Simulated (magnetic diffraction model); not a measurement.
# CaSc2FeTe5: what an assumed order does to the neutron pattern

Space group I4/mcm (no. 140), a = 7.8020 Å, c = 13.3680 Å.

| site | atom | x | y | z |
| --- | --- | --- | --- | --- |
| 4c | Te | 1/2 | 1/2 | 0 |
| 16l | Te | 0.6500 | 0.1500 | 0.1362 |
| 4b | Fe | 0 | 1/2 | 1/4 |
| 8h | Sc | 0.3366 | 0.1634 | 0 |
| 4a | Ca | 0 | 0 | 1/4 |

This is a made-up structure (elements placed in a structure type, unrelaxed), so the numbers test the method and describe no known phase.

Only Fe is taken to order (form factors of Fe2+); orders and moment sizes are assumed, and not adapted to the symmetry. Radiation: neutrons of λ = 4.2 Å, 5° to 100°; isotropic B of 0.47 Å² (Te), 0.54 Å² (Fe), 0.66 Å² (Sc) and 0.79 Å² (Ca). The intensities are simulated: I ∝ L Σ (|F_N|² + |F_M⊥|²) for unpolarised neutrons, with F_M = 2.695 fm/μB × Σ f(s) S exp(2πi Q·r) exp(−B s²) at Q = H ± k (one set where k and −k are equivalent), only the part normal to Q counting and L = 1/(sin²θ cos θ). For collinear order S is the moment m, which repeats by lattice and centring translations R with the sign exp(−2πi k·R). Form factors are spin-only for 3d ions and dipole or tabulated for f ions, scattering lengths are Sears's of 1992, and absorption is left out. A label names one of the reflections at its angle. The strongest nuclear line in the range is 100, and lines under 0.2 are left out.

Assume the order k = (0 1/2 1/2), collinear moments along [111], 1.62 μB on Fe; signs + at (0, 1/2, 1/4), − at (1/2, 0, 1/4).

Q: Where does magnetic intensity appear, and how strong is it?

```csv
2θ (°),index,nuclear,magnetic
17.93,(0 1/2 1/2),0.0,0.7
31.49,(0 1/2 -3/2),0.0,0.4
36.24,(1 1/2 -1/2),0.0,0.7
36.62,(0 0 2),7.7,0.0
44.75,(1 1 0),11.8,0.0
44.94,(1 1/2 3/2),0.0,0.3
58.89,(1 3/2 1/2),0.0,0.2
59.15,(1 1 2),2.1,0.0
59.31,(1 1/2 -5/2),0.0,0.2
65.29,(1 3/2 -3/2),0.0,0.2
76.93,(2 1 1),5.2,0.0
77.11,(2 0 2),19.4,0.0
77.86,(0 0 4),6.7,0.0
94.56,(1 1 4),0.2,0.0
99.16,(2 2 0),16.7,0.0
99.71,(2 1 3),100.0,0.0
```

The strongest magnetic line in the range is (1 1/2 -1/2) at 36.24° (0.7). On top of the Lorentz factor, which all lines share, magnetic lines fade with angle because f falls: for Fe2+ it is 0.90, 0.68, 0.45 and 0.15 at sin θ/λ = 0.1, 0.2, 0.3 and 0.5 Å⁻¹, while nuclear lengths stay constant. The order has no net moment.

[Logs are printed without paths, hosts, clocks, repeated set-up lines and the standing remarks that a program may print on its own settings, such as how far it seeks lower states.]
